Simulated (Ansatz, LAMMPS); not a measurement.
# Structural relaxation of ionic liquid BMIM+ FSI-, from a frame at 450 K (204 atoms), part 2 of 3

Aim: bring ionic liquid BMIM+ FSI-, from a frame at 450 K (204 atoms) to a nearby minimum of the energy and see what moves.

Ansatz 0.2.0; Kohn-Sham DFT, LDA, PAW (set soft_2), plane waves.

The cell: 48 C, 18 N, 90 H, 12 S, 24 O and 12 F. The network of contacts between molecules at the start is that of the classical potential that made the cell. The functional has no dispersion term. The density was typed from a rule of thumb and may lie off the real one at this temperature. The Brillouin zone is sampled at Γ only, in a cell whose shortest periodic width is 13 Å.

So far. Step 3 (Single point at the start): Neighbours are counted within 1.34 Å (H-C), 1.85 Å (C-C), 1.79 Å (C-N), 1.93 Å (O-S), 2.08 Å (N-S), 1.98 Å (F-S).

## Step 4: Relaxation

The atoms are relaxed in the fixed cell, aiming at the force tolerance of the input.

The input, input.yaml:

```yaml
crystal:
  lattice:
    - [13.29799, 0.0, 0.0]
    - [0.0, 13.29799, 0.0]
    - [0.0, 0.0, 13.29799]
  atoms:
    [... the 204 atom lines of step 3 ...]
kpoints:
  mp_grid: { grid: [1, 1, 1] }
hamiltonian:
  xc: lda
scf:
  occupations: { method: fermi_dirac, width: 0.025 }
output:
  forces: true
relax:
  f_tol: 0.05
  max_steps: 200
```

Command:

```bash
$ ansatz run input.yaml --threads 4 --pin off --max-ram 8192MiB --backend cpu --events-out ev --progress --plain --runs-dir out
```

Numbers of over 12 decimals in the logs are rounded to 6 here.

The log of the run:

```text
[...]
Crystal: 204 atoms, lattice volume = 2351.571 Å³
Basis set: ecut = 420 eV, 45961 PW (Γ)
Bands: 540, of which v1, the nominal top of the filled ones, is band 336 counted from 1 (335 counted from 0)
Symmetry: 1 space group operations
[...]
k-points: 1
[...]
SCF iter   1: F=—  HF=-53055.240993 eV  |F-HF|=—  |Δ(HF+E_count)|=         —  Δρ=1.11e-2  dr2=3.40e0  ethr=1.77e-3  ⟨swp⟩=6.0  Hψ=2615  notcnv=0  defer=66
[...]
SCF iter   8: F=-53053.974708 eV  HF=-53053.974709 eV  |F-HF|=9.93e-7  |Δ(HF+E_count)|=   2.47e-5  Δρ=3.58e-5  dr2=3.03e-5  ethr=9.30e-9  ⟨swp⟩=2.0  Hψ=1527  notcnv=0
SCF 1 converged in 8 iterations: F = -53053.974708 eV  dr2 = 3.03e-5
[...]
relax step   1: F+E_penalty+E_count = -53053.97470757 eV  Δ(F+E_penalty+E_count) = +0.000e0 eV  max|allowed force component| = 5.428e0 eV/Å  Δτ_max = 0.0000 Å  (8 SCF iters, dr2 threshold 6.25e-5 eV, accepted)
[...]
relax step   2: F+E_penalty+E_count = -53064.03655954 eV  Δ(F+E_penalty+E_count) = -1.006e1 eV  max|allowed force component| = 3.791e0 eV/Å  Δτ_max = 0.1937 Å  (7 SCF iters, dr2 threshold 1.00e-4 eV, accepted)
[...]
relax step   3: F+E_penalty+E_count = -53067.45421654 eV  Δ(F+E_penalty+E_count) = -3.418e0 eV  max|allowed force component| = 1.521e0 eV/Å  Δτ_max = 0.1903 Å  (7 SCF iters, dr2 threshold 1.00e-4 eV, accepted)
relax step   4: F+E_penalty+E_count = -53068.39584635 eV  Δ(F+E_penalty+E_count) = -9.416e-1 eV  max|allowed force component| = 6.772e-1 eV/Å  Δτ_max = 0.1978 Å  (7 SCF iters, dr2 threshold 1.00e-4 eV, accepted)
relax step   5: F+E_penalty+E_count = -53069.02298595 eV  Δ(F+E_penalty+E_count) = -6.271e-1 eV  max|allowed force component| = 4.584e-1 eV/Å  Δτ_max = 0.1930 Å  (7 SCF iters, dr2 threshold 7.38e-5 eV, accepted)
relax step   6: F+E_penalty+E_count = -53069.38904840 eV  Δ(F+E_penalty+E_count) = -3.661e-1 eV  max|allowed force component| = 3.053e-1 eV/Å  Δτ_max = 0.1948 Å  (7 SCF iters, dr2 threshold 4.17e-5 eV, accepted)
relax step   7: F+E_penalty+E_count = -53069.67843646 eV  Δ(F+E_penalty+E_count) = -2.894e-1 eV  max|allowed force component| = 2.955e-1 eV/Å  Δτ_max = 0.1902 Å  (7 SCF iters, dr2 threshold 4.14e-5 eV, accepted)
relax step   8: F+E_penalty+E_count = -53069.91855650 eV  Δ(F+E_penalty+E_count) = -2.401e-1 eV  max|allowed force component| = 4.034e-1 eV/Å  Δτ_max = 0.1946 Å  (7 SCF iters, dr2 threshold 3.88e-5 eV, accepted)
relax step   9: F+E_penalty+E_count = -53070.09107472 eV  Δ(F+E_penalty+E_count) = -1.725e-1 eV  max|allowed force component| = 5.389e-1 eV/Å  Δτ_max = 0.1948 Å  (7 SCF iters, dr2 threshold 1.00e-4 eV, accepted)
relax step  10: F+E_penalty+E_count = -53070.23256738 eV  Δ(F+E_penalty+E_count) = -1.415e-1 eV  max|allowed force component| = 7.515e-1 eV/Å  Δτ_max = 0.1947 Å  (6 SCF iters, dr2 threshold 1.00e-4 eV, accepted)
relax step  11: F+E_penalty+E_count = -53070.35003527 eV  Δ(F+E_penalty+E_count) = -1.175e-1 eV  max|allowed force component| = 9.552e-1 eV/Å  Δτ_max = 0.1946 Å  (7 SCF iters, dr2 threshold 1.00e-4 eV, accepted)
relax step  12: F+E_penalty+E_count = -53070.44324451 eV  Δ(F+E_penalty+E_count) = -9.321e-2 eV  max|allowed force component| = 1.091e0 eV/Å  Δτ_max = 0.1945 Å  (7 SCF iters, dr2 threshold 1.00e-4 eV, accepted)
relax step  13: F+E_penalty+E_count = -53070.53629165 eV  Δ(F+E_penalty+E_count) = -9.305e-2 eV  max|allowed force component| = 9.217e-1 eV/Å  Δτ_max = 0.1589 Å  (6 SCF iters, dr2 threshold 1.00e-4 eV, accepted)
relax step  14: F+E_penalty+E_count = -53070.65985916 eV  Δ(F+E_penalty+E_count) = -1.236e-1 eV  max|allowed force component| = 8.430e-1 eV/Å  Δτ_max = 0.1951 Å  (7 SCF iters, dr2 threshold 1.00e-4 eV, accepted)
relax step  15: F+E_penalty+E_count = -53070.75773877 eV  Δ(F+E_penalty+E_count) = -9.788e-2 eV  max|allowed force component| = 5.787e-1 eV/Å  Δτ_max = 0.1938 Å  (6 SCF iters, dr2 threshold 1.00e-4 eV, accepted)
relax step  16: F+E_penalty+E_count = -53070.84890239 eV  Δ(F+E_penalty+E_count) = -9.116e-2 eV  max|allowed force component| = 4.161e-1 eV/Å  Δτ_max = 0.1961 Å  (6 SCF iters, dr2 threshold 1.00e-4 eV, accepted)
relax step  17: F+E_penalty+E_count = -53070.90812482 eV  Δ(F+E_penalty+E_count) = -5.922e-2 eV  max|allowed force component| = 4.506e-1 eV/Å  Δτ_max = 0.1942 Å  (6 SCF iters, dr2 threshold 8.16e-5 eV, accepted)
relax step  18: F+E_penalty+E_count = -53070.96208810 eV  Δ(F+E_penalty+E_count) = -5.396e-2 eV  max|allowed force component| = 4.668e-1 eV/Å  Δτ_max = 0.1958 Å  (6 SCF iters, dr2 threshold 1.00e-4 eV, accepted)
relax step  19: F+E_penalty+E_count = -53071.00368154 eV  Δ(F+E_penalty+E_count) = -4.159e-2 eV  max|allowed force component| = 4.921e-1 eV/Å  Δτ_max = 0.1926 Å  (6 SCF iters, dr2 threshold 1.00e-4 eV, accepted)
relax step  20: F+E_penalty+E_count = -53071.05049808 eV  Δ(F+E_penalty+E_count) = -4.682e-2 eV  max|allowed force component| = 4.239e-1 eV/Å  Δτ_max = 0.1637 Å  (6 SCF iters, dr2 threshold 1.00e-4 eV, accepted)
relax step  21: F+E_penalty+E_count = -53071.10971250 eV  Δ(F+E_penalty+E_count) = -5.921e-2 eV  max|allowed force component| = 2.671e-1 eV/Å  Δτ_max = 0.1949 Å  (6 SCF iters, dr2 threshold 1.00e-4 eV, accepted)
relax step  22: F+E_penalty+E_count = -53071.15064535 eV  Δ(F+E_penalty+E_count) = -4.093e-2 eV  max|allowed force component| = 3.229e-1 eV/Å  Δτ_max = 0.1949 Å  (7 SCF iters, dr2 threshold 2.83e-5 eV, accepted)
relax step  23: F+E_penalty+E_count = -53071.17995292 eV  Δ(F+E_penalty+E_count) = -2.931e-2 eV  max|allowed force component| = 4.737e-1 eV/Å  Δτ_max = 0.1951 Å  (7 SCF iters, dr2 threshold 4.14e-5 eV, accepted)
relax step  24: F+E_penalty+E_count = -53071.21338711 eV  Δ(F+E_penalty+E_count) = -3.343e-2 eV  max|allowed force component| = 4.241e-1 eV/Å  Δτ_max = 0.0973 Å  (5 SCF iters, dr2 threshold 1.00e-4 eV, accepted)
[...]
relax step  67: F+E_penalty+E_count = -53072.13778848 eV  Δ(F+E_penalty+E_count) = -3.342e-3 eV  max|allowed force component| = 9.347e-2 eV/Å  Δτ_max = 0.0767 Å  (9 SCF iters, accepted)
[...]
relax step  71: F+E_penalty+E_count = -53072.14785915 eV  Δ(F+E_penalty+E_count) = -2.188e-3 eV  max|allowed force component| = 1.753e-1 eV/Å  Δτ_max = 0.0770 Å  (6 SCF iters, dr2 threshold 1.66e-5 eV, accepted)
relax step  72: F+E_penalty+E_count = -53072.15128103 eV  Δ(F+E_penalty+E_count) = -3.422e-3 eV  max|allowed force component| = 1.352e-1 eV/Å  Δτ_max = 0.0173 Å  (4 SCF iters, dr2 threshold 3.07e-5 eV, accepted)
relax step  73: F+E_penalty+E_count = -53072.15463365 eV  Δ(F+E_penalty+E_count) = -3.353e-3 eV  max|allowed force component| = 6.244e-2 eV/Å  Δτ_max = 0.0371 Å  (6 SCF iters, dr2 threshold 1.09e-5 eV, accepted)
relax step  74: F+E_penalty+E_count = -53072.15711101 eV  Δ(F+E_penalty+E_count) = -2.477e-3 eV  max|allowed force component| = 5.623e-2 eV/Å  Δτ_max = 0.0478 Å  (9 SCF iters, accepted)
relax step  75: F+E_penalty+E_count = -53072.15954718 eV  Δ(F+E_penalty+E_count) = -2.436e-3 eV  max|allowed force component| = 1.674e-1 eV/Å  Δτ_max = 0.1197 Å  (10 SCF iters, accepted)
relax step  76: F+E_penalty+E_count = -53072.16117506 eV  Δ(F+E_penalty+E_count) = -1.628e-3 eV  max|allowed force component| = 8.716e-2 eV/Å  Δτ_max = 0.0094 Å  (4 SCF iters, dr2 threshold 2.27e-5 eV, accepted)
relax step  77: F+E_penalty+E_count = -53072.03022539 eV  Δ(F+E_penalty+E_count) = +1.309e-1 eV  max|allowed force component| = 5.290e-1 eV/Å  Δτ_max = 0.1598 Å  (10 SCF iters, rejected (line search))
relax step  78: F+E_penalty+E_count = -53072.16530960 eV  Δ(F+E_penalty+E_count) = -4.135e-3 eV  max|allowed force component| = 4.468e-2 eV/Å  Δτ_max = 0.0588 Å  (10 SCF iters, accepted)
relax step  79: F+E_penalty+E_count = -53072.16845691 eV  Δ(F+E_penalty+E_count) = -3.147e-3 eV  max|allowed force component| = 1.066e-1 eV/Å  Δτ_max = 0.0762 Å  (9 SCF iters, accepted)
relax step  80: F+E_penalty+E_count = -53072.16940526 eV  Δ(F+E_penalty+E_count) = -9.483e-4 eV  max|allowed force component| = 2.889e-1 eV/Å  Δτ_max = 0.0937 Å  (8 SCF iters, dr2 threshold 2.99e-6 eV, accepted)
relax step  81: F+E_penalty+E_count = -53072.17263872 eV  Δ(F+E_penalty+E_count) = -3.233e-3 eV  max|allowed force component| = 2.561e-1 eV/Å  Δτ_max = 0.0150 Å  (5 SCF iters, dr2 threshold 8.35e-5 eV, accepted)
relax step  82: F+E_penalty+E_count = -53072.14939620 eV  Δ(F+E_penalty+E_count) = +2.324e-2 eV  max|allowed force component| = 5.260e-1 eV/Å  Δτ_max = 0.2000 Å  (6 SCF iters, dr2 threshold 5.15e-5 eV, rejected (line search))
relax step  83: F+E_penalty+E_count = -53072.17972909 eV  Δ(F+E_penalty+E_count) = -7.090e-3 eV  max|allowed force component| = 6.990e-2 eV/Å  Δτ_max = 0.0960 Å  (10 SCF iters, accepted)
relax step  84: F+E_penalty+E_count = -53072.18272262 eV  Δ(F+E_penalty+E_count) = -2.994e-3 eV  max|allowed force component| = 9.342e-2 eV/Å  Δτ_max = 0.0982 Å  (9 SCF iters, accepted)
relax step  85: F+E_penalty+E_count = -53072.18470786 eV  Δ(F+E_penalty+E_count) = -1.985e-3 eV  max|allowed force component| = 1.023e-1 eV/Å  Δτ_max = 0.0990 Å  (9 SCF iters, accepted)
relax step  86: F+E_penalty+E_count = -53072.18636061 eV  Δ(F+E_penalty+E_count) = -1.653e-3 eV  max|allowed force component| = 8.206e-2 eV/Å  Δτ_max = 0.0191 Å  (6 SCF iters, dr2 threshold 1.05e-5 eV, accepted)
relax step  87: F+E_penalty+E_count = -53072.18804193 eV  Δ(F+E_penalty+E_count) = -1.681e-3 eV  max|allowed force component| = 4.158e-2 eV/Å  Δτ_max = 0.0442 Å  (7 SCF iters, dr2 threshold 4.34e-6 eV, accepted)
[...]
relax step  88: F+E_penalty+E_count = -53072.18804223 eV  Δ(F+E_penalty+E_count) = -2.960e-7 eV  max|allowed force component| = 4.155e-2 eV/Å  Δτ_max = 0.0000 Å  (4 SCF iters, accepted)
SCF converged after 4 iterations
Free energy (F): -53072.188042 eV
[...]
Internal energy: -53072.188042 eV  (E = F + TS)
E sigma→0 (E₀):  -53072.188042 eV
Fermi energy:    1.380416 eV
[...]
--- Forces (eV/Å), atoms counted from 1 ---
  atom   1  C     -0.00074532    -0.00083491     0.00253913
  atom   2  C      0.00256835     0.00127010     0.00211458
  atom   3  C     -0.00225914     0.00619513    -0.00203213
  atom   4  C     -0.00308463    -0.00294794    -0.00233438
  atom   5  N     -0.00757132    -0.01460537     0.00341141
  atom   6  C      0.00617283     0.01747914    -0.00165259
  atom   7  C     -0.00709465    -0.00775127     0.00659466
  atom   8  N     -0.00749015    -0.00053624    -0.00434475
  atom   9  C     -0.00045718     0.00323428     0.00263747
  atom  10  C      0.01815704     0.00292618    -0.00388969
  atom  11  H     -0.00310388     0.00084793    -0.00797110
  atom  12  H     -0.00213378     0.00167764     0.00193468
  atom  13  H      0.00006143     0.00080526     0.00245540
  atom  14  H      0.00315268    -0.00165130     0.00517198
[...]
atom 203  O      0.01326805    -0.00061073     0.00394755
  atom 204  F     -0.01234626     0.01309402     0.01412286
  max |Σ_I F_I| component: 1.95e-4 eV/Å
--- Relaxed structure (88 steps of the walk, 86 accepted, 0 SCFs on fresh bases) ---
  F+E_penalty+E_count = -53072.18804223 eV   max|allowed force component| = 4.155e-2 eV/Å
  atoms:
    - { symbol: C, position: [0.550347, 0.187953, 0.986656] }
    - { symbol: C, position: [0.437811, 0.174730, 0.982537] }
    - { symbol: C, position: [0.407061, 0.069635, 1.012718] }
    - { symbol: C, position: [0.296026, 0.056637, 0.030093] }
[...]
- { symbol: F, position: [0.711405, 0.591405, 1.033508] }
```

Wall time 30 min (4 threads of Arm Neoverse V2, shared host); peak memory 3.2 GiB.

Step by step (22 of 88):

| step | energy less that of the first step (eV) | largest force component (eV/Å) |
| --- | --- | --- |
| 1 | 0.0000 | 5.4279 |
| 5 | -15.0483 | 0.4584 |
| 9 | -16.1164 | 0.5389 |
| 13 | -16.5616 | 0.9217 |
| 18 | -16.9874 | 0.4668 |
| 22 | -17.1759 | 0.3229 |
| 26 | -17.3270 | 0.4322 |
| 30 | -17.4526 | 0.6835 |
| 34 | -17.5511 | 0.4237 |
| 38 | -17.6473 | 0.2281 |
| 42 | -17.7390 | 0.2542 |
| 47 | -17.8469 | 0.4993 |
| 51 | -17.9424 | 0.2064 |
| 55 | -18.0138 | 0.3621 |
| 59 | -18.1044 | 0.2582 |
| 63 | -18.1445 | 0.3063 |
| 67 | -18.1631 | 0.0935 |
| 71 | -18.1732 | 0.1753 |
| 76 | -18.1865 | 0.0872 |
| 80 | -18.1947 | 0.2889 |
| 84 | -18.2080 | 0.0934 |
| 88 | -18.2133 | 0.0416 |

Relaxation steps 77, 82 were tried and not accepted.

The atoms that moved most (Å):

```csv
atom,dx,dy,dz,length
N151,2.373,-1.386,-1.082,2.953
O153,1.210,-2.433,0.389,2.745
H64,2.333,0.739,0.439,2.486
H113,-0.909,0.961,-2.044,2.434
H62,0.639,0.960,-1.964,2.278
H114,-0.636,0.818,-2.022,2.273
F173,1.563,1.517,-0.624,2.266
H86,0.093,-0.191,2.153,2.163
```

The relaxation changed the energy by -89.3 meV/atom, and atoms moved by 1.4 Å r.m.s., 3.0 Å at most.

## Step 5: Local order after relaxation

Bonds before and after, by the cutoffs listed below:

```
pair  bonds before  bonds after  mean before (Å)  mean after (Å)  spread before (Å)  spread after (Å)
 H-C            90           90            1.087           1.101              0.037             0.006
 C-C            24           24            1.485           1.471              0.067             0.064
 C-N            36           36            1.396           1.380              0.056             0.048
 O-S            24           24            1.454           1.431              0.024             0.004
 N-S            12           12            1.568           1.565              0.044             0.006
 F-S            12           12            1.594           1.590              0.042             0.014
```

Density 1.35 g/cm³, 11.53 Å³ an atom.

g(r), total and by pair (bins of 0.2 Å):

```csv
r (Å),total,H-H,H-C,H-O,H-N,H-F,H-S
1.00,0.97,0.00,4.68,0.00,0.00,0.00,0.00
1.20,2.31,0.00,11.10,0.00,0.00,0.00,0.00
1.40,1.53,0.00,0.00,0.00,0.00,0.00,0.00
1.60,0.78,0.00,0.00,0.00,0.00,0.00,0.00
1.80,0.78,3.93,0.00,0.12,0.00,0.00,0.00
2.00,0.35,0.00,0.10,0.21,3.90,0.00,0.00
2.20,1.63,0.34,4.06,1.70,3.22,0.19,0.00
2.40,1.24,2.22,0.04,1.29,0.20,0.29,0.00
2.60,1.07,2.58,0.69,0.90,0.57,1.44,0.00
2.80,0.95,0.82,2.41,0.72,0.82,1.32,0.44
3.00,0.88,1.42,0.79,0.82,0.31,0.87,1.34
3.20,1.05,0.81,1.62,0.72,0.98,0.34,1.33
3.40,0.86,0.66,1.02,0.71,0.66,0.75,1.49
3.60,0.85,0.69,0.58,1.01,0.88,0.80,1.47
3.80,0.94,1.27,0.66,1.05,1.07,0.66,1.02
4.00,0.92,0.86,0.88,1.24,0.83,1.24,0.88
4.20,0.96,1.00,1.03,1.04,1.22,1.52,0.85
4.40,0.98,0.87,0.75,1.25,1.07,0.76,0.80
4.60,0.96,0.82,1.14,0.86,0.91,0.74,1.07
4.80,1.04,1.12,0.77,0.98,0.85,1.32,1.17
5.00,1.00,0.94,0.97,1.21,0.85,0.73,1.35
5.20,1.01,0.96,0.97,0.99,0.94,1.13,0.99
5.40,1.02,0.96,0.99,0.97,0.99,0.89,1.10
5.60,1.08,1.21,0.99,1.07,1.05,1.05,1.15
5.80,0.97,0.88,1.01,0.99,0.77,1.09,1.05
6.00,0.96,0.92,0.84,0.94,1.22,1.13,1.17
6.20,1.00,1.14,0.97,1.10,0.83,1.31,0.83
6.40,0.98,0.89,1.04,0.94,1.10,1.08,1.16
```

Bonds by pair of elements; cutoffs follow the first minimum of g(r), held within bounds set by covalent radii, and pairs that aren't listed don't count as bonded:

| pair A-B | cutoff (Å) | bonds | mean length (Å) | spread (Å) | shortest (Å) | B about A | A about B |
| --- | --- | --- | --- | --- | --- | --- | --- |
| H-C | 1.34 | 90 | 1.10 | 0.006 | 1.09 | 1 | 1.88 |
| C-C | 1.85 | 24 | 1.47 | 0.064 | 1.36 | 1 | 1 |
| C-N | 1.79 | 36 | 1.38 | 0.048 | 1.33 | 0.75 | 2 |
| O-S | 1.88 | 24 | 1.43 | 0.004 | 1.42 | 1 | 2 |
| N-S | 1.98 | 12 | 1.56 | 0.006 | 1.55 | 0.667 | 1 |
| F-S | 1.98 | 12 | 1.59 | 0.014 | 1.57 | 1 | 1 |

How many atoms have how many bonded neighbours:

```csv
element,mean,1,2,3,4
C,3.62,0,0,18,30
F,1,12,0,0,0
H,1,90,0,0,0
N,2.67,0,6,12,0
O,1,24,0,0,0
S,4,0,0,0,12
```

Bond angles, per cent of each kind in bins of 5°:

```csv
angle (°),C-C-H,H-C-H,H-C-N,C-N-C,F-S-O
100–105,1.1,1.8,0.0,0.0,87.5
105–110,40.0,87.0,48.1,33.3,12.5
110–115,45.6,11.1,7.4,0.0,0.0
115–120,0.0,0.0,0.0,0.0,0.0
120–125,0.0,0.0,25.9,19.4,0.0
125–130,0.0,0.0,18.5,47.2,0.0
130–135,13.3,0.0,0.0,0.0,0.0
```

Bond angles (no mean is given where the spread exceeds 20°):

| angle | count | mean (°) | spread (°) |
| --- | --- | --- | --- |
| C-C-H | 90 | 113 | 7.3 |
| H-C-H | 54 | 108 | 1.5 |
| H-C-N | 54 | 115 | 7.8 |
| C-N-C | 36 | 120 | 7.8 |
| F-S-O | 24 | 104 | 0.7 |

Bond length by coordination (bonds to H left out):

```
element  coordination  atoms  mean bond length (Å)
      C             3     18                  1.35
      C             4     30                  1.49
      N             2      6                  1.56
      N             3     12                  1.38
```

Rings of the network by King's shortest-path rule, up to 12 atoms, one path for each pair of neighbours; H, halogens, alkali and alkaline-earth atoms are left out, and the last column divides by all other atoms, bonded or not:

| ring size (atoms) | rings | per network atom |
| --- | --- | --- |
| 5 | 6 | 0.059 |

By these cutoffs 62 % of C atoms have 4, all F atoms have 1, all H atoms have 1 and 67 % of N atoms have 3 bonded neighbours. The C-C-H angle averages 113° with a spread of 7°. All rings counted have 5 atoms.

[end of part 2 of 3]

[Logs are printed without paths, hosts, clocks, repeated set-up lines and the standing remarks that a program may print on its own settings, such as how far it seeks lower states.]

[Hosts, paths, dates, database ids (printed as entryN), source tags and the programs' standing remarks are cut or masked in the printed files.]
